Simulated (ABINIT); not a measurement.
**CsHgH3 (Pm-3m): phonons by linear response**

How does CsHgH3 (Pm-3m) vibrate, and is this structure a minimum?

Program: ABINIT 10.8.3. Level of theory: DFT LDA, scalar-relativistic, plane waves, PseudoDojo norm-conserving pseudopotentials. Results are calculated unless marked as measured.

The structure was built from a prototype and need not be the compound's stable phase.

**1. Starting point**

Symmetry: Pm-3m, No. 221, cubic system. Conventional cell: a = 4.645 Å, b = 4.645 Å, c = 4.645 Å, α = 90.00°, β = 90.00°, γ = 90.00°. Nearest to Cs lie 12 H at 3.28 Å. Nearest to Hg lie 6 H at 2.32 Å. H has 2 Hg at 2.32 Å and 4 Cs at 3.28 Å and 8 H at 3.28 Å nearest. Farther neighbours are not listed.

Structure file:

```cif
data_structure
_symmetry_space_group_name_H-M 'P 1'
_symmetry_Int_Tables_number 1
_cell_length_a 4.6452
_cell_length_b 4.6452
_cell_length_c 4.6452
_cell_angle_alpha 90.000
_cell_angle_beta 90.000
_cell_angle_gamma 90.000
_cell_volume 100.23
loop_
_atom_site_label
_atom_site_type_symbol
_atom_site_fract_x
_atom_site_fract_y
_atom_site_fract_z
_atom_site_occupancy
Cs1 Cs 0.00000 0.00000 0.00000 1
Hg2 Hg 0.50000 0.50000 0.50000 1
H3 H 0.50000 0.50000 0.00000 1
H4 H 0.50000 0.00000 0.50000 1
H5 H 0.00000 0.50000 0.50000 1
```

**2. A first look**

A first run with smearing and empty bands tells whether the crystal has a gap, which decides between fixed occupations and smearing later on.

File probe.abi:

```
# ground state
tolvrs 1.0d-08
prtden 1
prtwf 1

# basis, mesh and filling
ecut 31.0
ngkpt 4 4 4
nshiftk 1
shiftk 0.0 0.0 0.0
istwfk *1
occopt 7
tsmear 0.005
nband 24
nstep 100
diemac 9.0
prtebands 0
prtgsr 0
useylm 1

# cell and atoms
acell 3*1.0 Angstrom
rprim 
    4.6452 0.0 0.0
    0.0 4.6452 0.0
    0.0 0.0 4.6452
ntypat 3
znucl 55 80 1
natom 5
typat 1 2 3 3 3
xred 
    0.0 0.0 0.0
    0.5 0.5 0.5
    0.5 0.5 0.0
    0.5 0.0 0.5
    0.0 0.5 0.5
pp_dirpath "./pseudo"
pseudos "Cs.upf, Hg.upf, H.upf"
```

Run with:

```bash
$ OMP_NUM_THREADS=1 mpirun -n 4 abinit probe.abi > probe.log
```

Numbers of over 12 decimals in the logs are rounded to 6 here.

probe.abo, the main output file:

```text
[banners, grids, parts of the stress and lines that vanish by symmetry left out]
- input  file    -> probe.abi
- output file    -> probe.abo
- root for input  files -> probei
[...]
Symmetries : space group Pm -3 m (#221); Bravais cP (primitive cubic)
[...]
mpw =        5616          nfft =      110592          nkpt =          10
[...]
== DATASET  1 ==================================================================
[...]
cutoff_energies: {ecut:  31.0, pawecutdg:  -1.0, }
[...]
ETOT  1  -191.59271675191    -1.916E+02 1.252E-01 2.044E+02
 ETOT  2  -191.83914499791    -2.464E-01 3.876E-03 6.144E+01
 ETOT  3  -191.84972386753    -1.058E-02 5.656E-04 1.189E+00
 ETOT  4  -191.85014304087    -4.192E-04 3.172E-04 2.507E-01
 ETOT  5  -191.85016080546    -1.776E-05 1.050E-04 2.510E-03
 ETOT  6  -191.85016164818    -8.427E-07 5.367E-05 1.636E-04
 ETOT  7  -191.85016166715    -1.897E-08 2.078E-05 4.686E-06
 ETOT  8  -191.85016166762    -4.757E-10 2.498E-05 1.954E-07
 ETOT  9  -191.85016166769    -6.196E-11 8.643E-06 3.265E-09
 At SCF step    9       vres2   =  3.26E-09 < tolvrs=  1.00E-08 =>converged.
[...]
sigma(1 1)=  2.69410009E-04  sigma(3 2)=  0.00000000E+00
  sigma(2 2)=  2.69410009E-04  sigma(3 1)=  0.00000000E+00
  sigma(3 3)=  2.69410009E-04  sigma(2 1)=  0.00000000E+00
[...]
convergence: {deltae: -6.196E-11, res2:  3.265E-09, residm:  8.643E-06, diffor: null, }
etotal    :  -1.91850162E+02
[...]
sigma(1 1)=  2.69410009E-04  sigma(3 2)=  0.00000000E+00
  sigma(2 2)=  2.69410009E-04  sigma(3 1)=  0.00000000E+00
  sigma(3 3)=  2.69410009E-04  sigma(2 1)=  0.00000000E+00
[...]
- sigma(1 1)=  7.92631612E+00  sigma(3 2)=  0.00000000E+00
- sigma(2 2)=  7.92631612E+00  sigma(3 1)=  0.00000000E+00
- sigma(3 3)=  7.92631612E+00  sigma(2 1)=  0.00000000E+00
[...]
fcart     -0.0000000000E+00 -0.0000000000E+00 -0.0000000000E+00
           strten      2.6941000891E-04  2.6941000891E-04  2.6941000891E-04
================================================================================

[key lines of the parts left out:]
pressure_GPa:  -7.9263E+00
```

Run time: 16 s. Hardware: 4 MPI ranks of Arm Neoverse V1, shared host.

Numbers from this step:

```
volume per atom   : 20.05 Å³
pressure          : -7.926 GPa
gap on the k-mesh : 0 eV
```

No gap opens on this mesh, so smearing is kept; the printed pressure holds the stress of the finite basis too.

**3. Rough relaxation**

The typed start is rough, so a first relaxation with smearing and loose thresholds takes it towards rest cheaply.

File prerelax.abi:

```
# relaxation
ionmov 2
optcell 2
dilatmx 1.15
chkdilatmx 0
ntime 40
tolmxf 3.0d-04
tolvrs 1.0d-10
prtwf 0
prtden 0
chksymtnons 0

# basis, mesh and filling
ecut 32.0
ecutsm 3.0
ngkpt 4 4 4
nshiftk 1
shiftk 0.0 0.0 0.0
istwfk *1
occopt 7
tsmear 0.005
nband 24
nstep 100
diemac 1000000.0
prtebands 0
prtgsr 0
useylm 1

# cell and atoms
acell 3*1.0 Angstrom
rprim 
    4.6452 0.0 0.0
    0.0 4.6452 0.0
    0.0 0.0 4.6452
ntypat 3
znucl 55 80 1
natom 5
typat 1 2 3 3 3
xred 
    0.0 0.0 0.0
    0.5 0.5 0.5
    0.5 0.5 0.0
    0.5 0.0 0.5
    0.0 0.5 0.5
pp_dirpath "./pseudo"
pseudos "Cs.upf, Hg.upf, H.upf"
```

Run with:

```bash
$ OMP_NUM_THREADS=1 mpirun -n 4 abinit prerelax.abi > prerelax.log
```

prerelax.abo, the main output file:

```text
[banners, grids, parts of the stress and lines that vanish by symmetry left out]
- input  file    -> prerelax.abi
- output file    -> prerelax.abo
- root for input  files -> prerelaxi
[...]
Symmetries : space group Pm -3 m (#221); Bravais cP (primitive cubic)
[...]
mpw =        9008          nfft =      157464          nkpt =          10
[...]
== DATASET  1 ==================================================================
[...]
cutoff_energies: {ecut:  32.0, pawecutdg:  -1.0, }
[...]
ETOT  1  -191.60292417884    -1.916E+02 1.173E-01 3.117E+02
 ETOT  2  -191.84191580943    -2.390E-01 1.180E-02 6.544E+01
 ETOT  3  -191.84976482532    -7.849E-03 1.421E-03 1.731E+00
 ETOT  4  -191.85009698837    -3.322E-04 8.699E-04 5.649E-01
 ETOT  5  -191.85012162090    -2.463E-05 9.696E-04 3.740E-03
[...]
At SCF step   11       vres2   =  3.37E-13 < tolvrs=  1.00E-10 =>converged.
[...]
ETOT  9  -191.88454756725     2.188E-12 1.706E-07 5.193E-12
 At SCF step    9       vres2   =  5.19E-12 < tolvrs=  1.00E-10 =>converged.
[...]
sigma(1 1)=  1.03861751E-06  sigma(3 2)=  0.00000000E+00
  sigma(2 2)=  1.03861751E-06  sigma(3 1)=  0.00000000E+00
  sigma(3 3)=  1.03861751E-06  sigma(2 1)=  0.00000000E+00
[...]
convergence: {deltae:  2.188E-12, res2:  5.193E-12, residm:  1.706E-07, diffor: null, }
etotal    :  -1.91884548E+02
[...]
At Broyd/MD step   7, gradients are converged :
[...]
sigma(1 1)=  1.03861751E-06  sigma(3 2)=  0.00000000E+00
  sigma(2 2)=  1.03861751E-06  sigma(3 1)=  0.00000000E+00
  sigma(3 3)=  1.03861751E-06  sigma(2 1)=  0.00000000E+00
[...]
- sigma(1 1)=  3.05571821E-02  sigma(3 2)=  0.00000000E+00
- sigma(2 2)=  3.05571821E-02  sigma(3 1)=  0.00000000E+00
- sigma(3 3)=  3.05571821E-02  sigma(2 1)=  0.00000000E+00
[...]
fcart     -0.0000000000E+00 -0.0000000000E+00 -0.0000000000E+00
           strten      1.0386175082E-06  1.0386175082E-06  1.0386175082E-06
================================================================================

[key lines of the parts left out:]
pressure_GPa:  -3.0557E-02
Total energy (etotal) [Ha]= -1.91884547567250E+02
```

It took 3 min on 4 MPI ranks; 12 min of CPU time.

Relaxation path:

| step | energy less that of the first step (eV) | largest force (eV/Å) | volume (Å³) |
| --- | --- | --- | --- |
| 1 | 0.0000 | 0.0000 | 100.23 |
| 2 | -0.1160 | 0.0000 | 97.84 |
| 3 | 0.2787 | 0.0000 | 54.22 |
| 4 | -0.7831 | 0.0000 | 81.54 |
| 5 | -0.9152 | 0.0000 | 75.46 |
| 6 | -0.9358 | 0.0000 | 71.56 |
| 7 | -0.9368 | 0.0000 | 72.25 |

| conventional cell, symmetrised | before | after | change |
| --- | --- | --- | --- |
| a (Å) | 4.645 | 4.165 | -10.3 % |
| b (Å) | 4.645 | 4.165 | -10.3 % |
| c (Å) | 4.645 | 4.165 | -10.3 % |
| volume (Å³/atom) | 20.05 | 14.45 | -27.9 % |

Final coordinates:

```xyz
5
Lattice="4.1650 0.0000 0.0000 0.0000 4.1650 0.0000 0.0000 0.0000 4.1650" Properties=species:S:1:pos:R:3 pbc="T T T"
Cs    0.0000    0.0000    0.0000
Hg    2.0825    2.0825    2.0825
H     2.0825    2.0825    0.0000
H     2.0825    0.0000    2.0825
H     0.0000    2.0825    2.0825
```

This step gave:

| Quantity | Value |
| --- | --- |
| volume per atom | 14.45 Å³ |
| pressure | -0.03056 GPa |

The volume changes by -27.9 % in this run and stands -27.9 % from the first cell.

**4. Rough relaxation**

The cell changed much, so the rough relaxation is repeated on a basis made for the new cell.

Changes to prerelax.abi since step 3:

```diff
@@ -31,5 +31,5 @@
 rprim 
-    4.6452 0.0 0.0
-    0.0 4.6452 0.0
-    0.0 0.0 4.6452
+    4.16500678 0.0 0.0
+    0.0 4.16500678 0.0
+    0.0 0.0 4.16500678
 ntypat 3
```

prerelax.abo, the main output file:

```text
[banners, grids, parts of the stress and lines that vanish by symmetry left out]
- input  file    -> prerelax.abi
- output file    -> prerelax.abo
- root for input  files -> prerelaxi
[...]
Symmetries : space group Pm -3 m (#221); Bravais cP (primitive cubic)
[...]
mpw =        6488          nfft =      110592          nkpt =          10
[...]
== DATASET  1 ==================================================================
[...]
cutoff_energies: {ecut:  32.0, pawecutdg:  -1.0, }
[...]
ETOT  1  -191.70825677558    -1.917E+02 8.775E-02 2.496E+02
 ETOT  2  -191.87253836582    -1.643E-01 5.981E-03 7.032E+01
 ETOT  3  -191.88413112128    -1.159E-02 2.553E-03 1.584E+00
 ETOT  4  -191.88454228498    -4.112E-04 9.025E-04 6.599E-02
 ETOT  5  -191.88454750403    -5.219E-06 1.713E-03 4.183E-04
[...]
ETOT  9  -191.88454758613    -5.372E-12 1.982E-04 1.744E-10
 ETOT 10  -191.88454758614    -7.987E-12 2.769E-04 4.237E-12
 At SCF step   10       vres2   =  4.24E-12 < tolvrs=  1.00E-10 =>converged.
[...]
sigma(1 1)=  1.03900825E-06  sigma(3 2)=  0.00000000E+00
  sigma(2 2)=  1.03900825E-06  sigma(3 1)=  0.00000000E+00
  sigma(3 3)=  1.03900825E-06  sigma(2 1)=  0.00000000E+00
[...]
convergence: {deltae: -7.987E-12, res2:  4.237E-12, residm:  2.769E-04, diffor: null, }
etotal    :  -1.91884548E+02
[...]
At Broyd/MD step   1, gradients are converged :
[...]
sigma(1 1)=  1.03900825E-06  sigma(3 2)=  0.00000000E+00
  sigma(2 2)=  1.03900825E-06  sigma(3 1)=  0.00000000E+00
  sigma(3 3)=  1.03900825E-06  sigma(2 1)=  0.00000000E+00
[...]
- sigma(1 1)=  3.05686781E-02  sigma(3 2)=  0.00000000E+00
- sigma(2 2)=  3.05686781E-02  sigma(3 1)=  0.00000000E+00
- sigma(3 3)=  3.05686781E-02  sigma(2 1)=  0.00000000E+00
[...]
fcart     -0.0000000000E+00 -0.0000000000E+00 -0.0000000000E+00
           strten      1.0390082496E-06  1.0390082496E-06  1.0390082496E-06
================================================================================

[key lines of the parts left out:]
pressure_GPa:  -3.0569E-02
Total energy (etotal) [Ha]= -1.91884547586141E+02
```

Run time: 19 s. Hardware: 4 MPI ranks.

Little changed from the start: no atom moved by 0.005 Å and no cell edge by 0.1 %.

Numbers from this step:

| Quantity | Value |
| --- | --- |
| pressure | -0.03057 GPa |

The volume changes by +0.0 % in this run and stands -27.9 % from the first cell.

**5. Relaxing the cell and atoms**

The harmonic expansion needs vanishing forces, and a free crystal bears no stress, so cell and atoms are brought to rest. Stress is more sensitive to the basis than forces are: the last 3 Ha under the cutoff are smoothed with ecutsm, and the cutoff is raised above that of the later runs.

File relax.abi:

```
# relaxation
ionmov 2
optcell 2
dilatmx 1.08
ntime 40
tolmxf 1.0d-05
tolvrs 1.0d-14
prtwf 0
prtden 0
chksymtnons 0

# basis, mesh and filling
ecut 39.0
ecutsm 3.0
ngkpt 6 6 6
nshiftk 1
shiftk 0.0 0.0 0.0
istwfk *1
occopt 7
tsmear 0.01
nband 24
nstep 100
diemac 1000000.0
prtebands 0
prtgsr 0
useylm 1

# cell and atoms
acell 3*1.0 Angstrom
rprim 
    4.165006783 0.0 0.0
    0.0 4.165006783 0.0
    0.0 0.0 4.165006783
ntypat 3
znucl 55 80 1
natom 5
typat 1 2 3 3 3
xred 
    0.0 0.0 0.0
    0.5 0.5 0.5
    0.5 0.5 0.0
    0.5 0.0 0.5
    0.0 0.5 0.5
pp_dirpath "./pseudo"
pseudos "Cs.upf, Hg.upf, H.upf"
```

Run with:

```bash
$ OMP_NUM_THREADS=1 mpirun -n 4 abinit relax.abi > relax.log
```

relax.abo, the main output file:

```text
[banners, grids, parts of the stress and lines that vanish by symmetry left out]
- input  file    -> relax.abi
- output file    -> relax.abo
- root for input  files -> relaxi
[...]
Symmetries : space group Pm -3 m (#221); Bravais cP (primitive cubic)
[...]
mpw =        7208          nfft =      110592          nkpt =          20
[...]
== DATASET  1 ==================================================================
[...]
cutoff_energies: {ecut:  39.0, pawecutdg:  -1.0, }
[...]
ETOT  1  -191.70476451414    -1.917E+02 7.243E-02 2.489E+02
 ETOT  2  -191.87408932925    -1.693E-01 4.833E-03 6.360E+01
 ETOT  3  -191.88435058178    -1.026E-02 2.074E-03 1.690E+00
 ETOT  4  -191.88479958895    -4.490E-04 9.586E-04 6.881E-02
 ETOT  5  -191.88480418083    -4.592E-06 2.665E-03 1.070E-03
[...]
At SCF step   12       vres2   =  6.44E-15 < tolvrs=  1.00E-14 =>converged.
[...]
sigma(1 1)= -3.30386021E-06  sigma(3 2)=  0.00000000E+00
  sigma(2 2)= -3.30386021E-06  sigma(3 1)=  0.00000000E+00
  sigma(3 3)= -3.30386021E-06  sigma(2 1)=  0.00000000E+00
[...]
convergence: {deltae:  1.165E-12, res2:  6.438E-15, residm:  3.934E-05, diffor: null, }
etotal    :  -1.91884804E+02
[...]
ETOT  1  -191.88479569608    -1.919E+02 1.338E-05 8.268E-02
[...]
At SCF step    9       vres2   =  5.30E-15 < tolvrs=  1.00E-14 =>converged.
[...]
sigma(1 1)= -2.78638001E-06  sigma(3 2)=  0.00000000E+00
  sigma(2 2)= -2.78638001E-06  sigma(3 1)=  0.00000000E+00
  sigma(3 3)= -2.78638001E-06  sigma(2 1)=  0.00000000E+00
[...]
convergence: {deltae: -1.378E-11, res2:  5.300E-15, residm:  8.443E-08, diffor: null, }
etotal    :  -1.91884805E+02
[...]
ETOT  1  -191.88453732283    -1.919E+02 1.729E-06 2.423E+00
[...]
ETOT 10  -191.88480591386    -4.690E-12 4.236E-10 3.412E-14
 ETOT 11  -191.88480591384     2.069E-11 3.187E-10 1.489E-16
 At SCF step   11       vres2   =  1.49E-16 < tolvrs=  1.00E-14 =>converged.
[...]
sigma(1 1)= -7.77292410E-09  sigma(3 2)=  0.00000000E+00
  sigma(2 2)= -7.77292411E-09  sigma(3 1)=  0.00000000E+00
  sigma(3 3)= -7.77292411E-09  sigma(2 1)=  0.00000000E+00
[...]
convergence: {deltae:  2.069E-11, res2:  1.489E-16, residm:  3.187E-10, diffor: null, }
etotal    :  -1.91884806E+02
[...]
At Broyd/MD step   3, gradients are converged :
[...]
sigma(1 1)= -7.77292410E-09  sigma(3 2)=  0.00000000E+00
  sigma(2 2)= -7.77292411E-09  sigma(3 1)=  0.00000000E+00
  sigma(3 3)= -7.77292411E-09  sigma(2 1)=  0.00000000E+00
[...]
- sigma(1 1)= -2.28687323E-04  sigma(3 2)=  0.00000000E+00
- sigma(2 2)= -2.28687323E-04  sigma(3 1)=  0.00000000E+00
- sigma(3 3)= -2.28687323E-04  sigma(2 1)=  0.00000000E+00
[...]
fcart     -0.0000000000E+00 -0.0000000000E+00 -0.0000000000E+00
           strten     -7.7729241047E-09 -7.7729241064E-09 -7.7729241143E-09
================================================================================

[key lines of the parts left out:]
pressure_GPa:   2.2869E-04
Total energy (etotal) [Ha]= -1.91884805913842E+02
```

The job ended after 89 s (4 MPI ranks).

Little changed from the start: no atom moved by 0.005 Å and no cell edge by 0.1 %.

This step gave:

```yaml
volume_per_atom: 14.48 Å³
pressure: 2.29e-4 GPa
```

The volume changes by +0.2 % in this run and stands -27.8 % from the first cell.

**6. Self-consistent run for the response**

First-order wavefunctions inherit every error of the ground state, hence the very tight tolvrs. Smearing stays on, as the first look found no gap above 0.3 eV.

File gs.abi:

```
# ground state
tolvrs 1.0d-16
prtden 1
prtwf 1

# basis, mesh and filling
ecut 31.0
ngkpt 6 6 6
nshiftk 1
shiftk 0.0 0.0 0.0
istwfk *1
occopt 7
tsmear 0.01
nband 24
nstep 100
diemac 1000000.0
prtebands 0
prtgsr 0
useylm 1

# cell and atoms
acell 3*1.0 Angstrom
rprim 
    4.167646656 0.0 0.0
    0.0 4.167646656 0.0
    0.0 0.0 4.167646656
ntypat 3
znucl 55 80 1
natom 5
typat 1 2 3 3 3
xred 
    0.0 0.0 0.0
    0.5 0.5 0.5
    0.5 0.5 0.0
    0.5 0.0 0.5
    0.0 0.5 0.5
pp_dirpath "./pseudo"
pseudos "Cs.upf, Hg.upf, H.upf"
```

Run with:

```bash
$ OMP_NUM_THREADS=1 mpirun -n 4 abinit gs.abi > gs.log
```

gs.abo, the main output file:

```text
[banners, grids, parts of the stress and lines that vanish by symmetry left out]
- input  file    -> gs.abi
- output file    -> gs.abo
- root for input  files -> gsi
[...]
Symmetries : space group Pm -3 m (#221); Bravais cP (primitive cubic)
[...]
mpw =        4068          nfft =       64000          nkpt =          20
[...]
== DATASET  1 ==================================================================
[...]
cutoff_energies: {ecut:  31.0, pawecutdg:  -1.0, }
[...]
ETOT  1  -191.70252981293    -1.917E+02 6.824E-02 1.441E+02
 ETOT  2  -191.87331976437    -1.708E-01 1.505E-02 3.910E+01
 ETOT  3  -191.88418463516    -1.086E-02 2.479E-03 9.527E-01
 ETOT  4  -191.88462025776    -4.356E-04 2.124E-03 5.218E-02
 ETOT  5  -191.88462673818    -6.480E-06 6.168E-04 3.990E-04
[...]
ETOT 14  -191.88462689515    -8.214E-12 2.766E-05 1.749E-16
 ETOT 15  -191.88462689513     1.822E-11 1.673E-05 9.412E-18
 At SCF step   15       vres2   =  9.41E-18 < tolvrs=  1.00E-16 =>converged.
[...]
sigma(1 1)=  3.36183382E-06  sigma(3 2)=  0.00000000E+00
  sigma(2 2)=  3.36183382E-06  sigma(3 1)=  0.00000000E+00
  sigma(3 3)=  3.36183382E-06  sigma(2 1)=  0.00000000E+00
[...]
convergence: {deltae:  1.822E-11, res2:  9.412E-18, residm:  1.673E-05, diffor: null, }
etotal    :  -1.91884627E+02
[...]
sigma(1 1)=  3.36183382E-06  sigma(3 2)=  0.00000000E+00
  sigma(2 2)=  3.36183382E-06  sigma(3 1)=  0.00000000E+00
  sigma(3 3)=  3.36183382E-06  sigma(2 1)=  0.00000000E+00
[...]
- sigma(1 1)=  9.89085658E-02  sigma(3 2)=  0.00000000E+00
- sigma(2 2)=  9.89085658E-02  sigma(3 1)=  0.00000000E+00
- sigma(3 3)=  9.89085658E-02  sigma(2 1)=  0.00000000E+00
[...]
fcart     -0.0000000000E+00 -0.0000000000E+00 -0.0000000000E+00
           strten      3.3618338194E-06  3.3618338194E-06  3.3618338194E-06
================================================================================

[key lines of the parts left out:]
pressure_GPa:  -9.8909E-02
```

Elapsed: 28 s, on 4 MPI ranks.

Read from the output:

| Item | Value |
| --- | --- |
| pressure | -0.09891 GPa |

The cell stands at -0.099 GPa, close enough for phonons.

[end of part 1 of 4]

[Host names and launcher messages were left out of these logs when they were recorded.]

[Logs are printed without paths, hosts, clocks, repeated set-up lines and the standing remarks that a program may print on its own settings, such as how far it seeks lower states.]

[Hosts, paths, dates, database ids (printed as entryN), source tags and the programs' standing remarks are cut or masked in the printed files.]
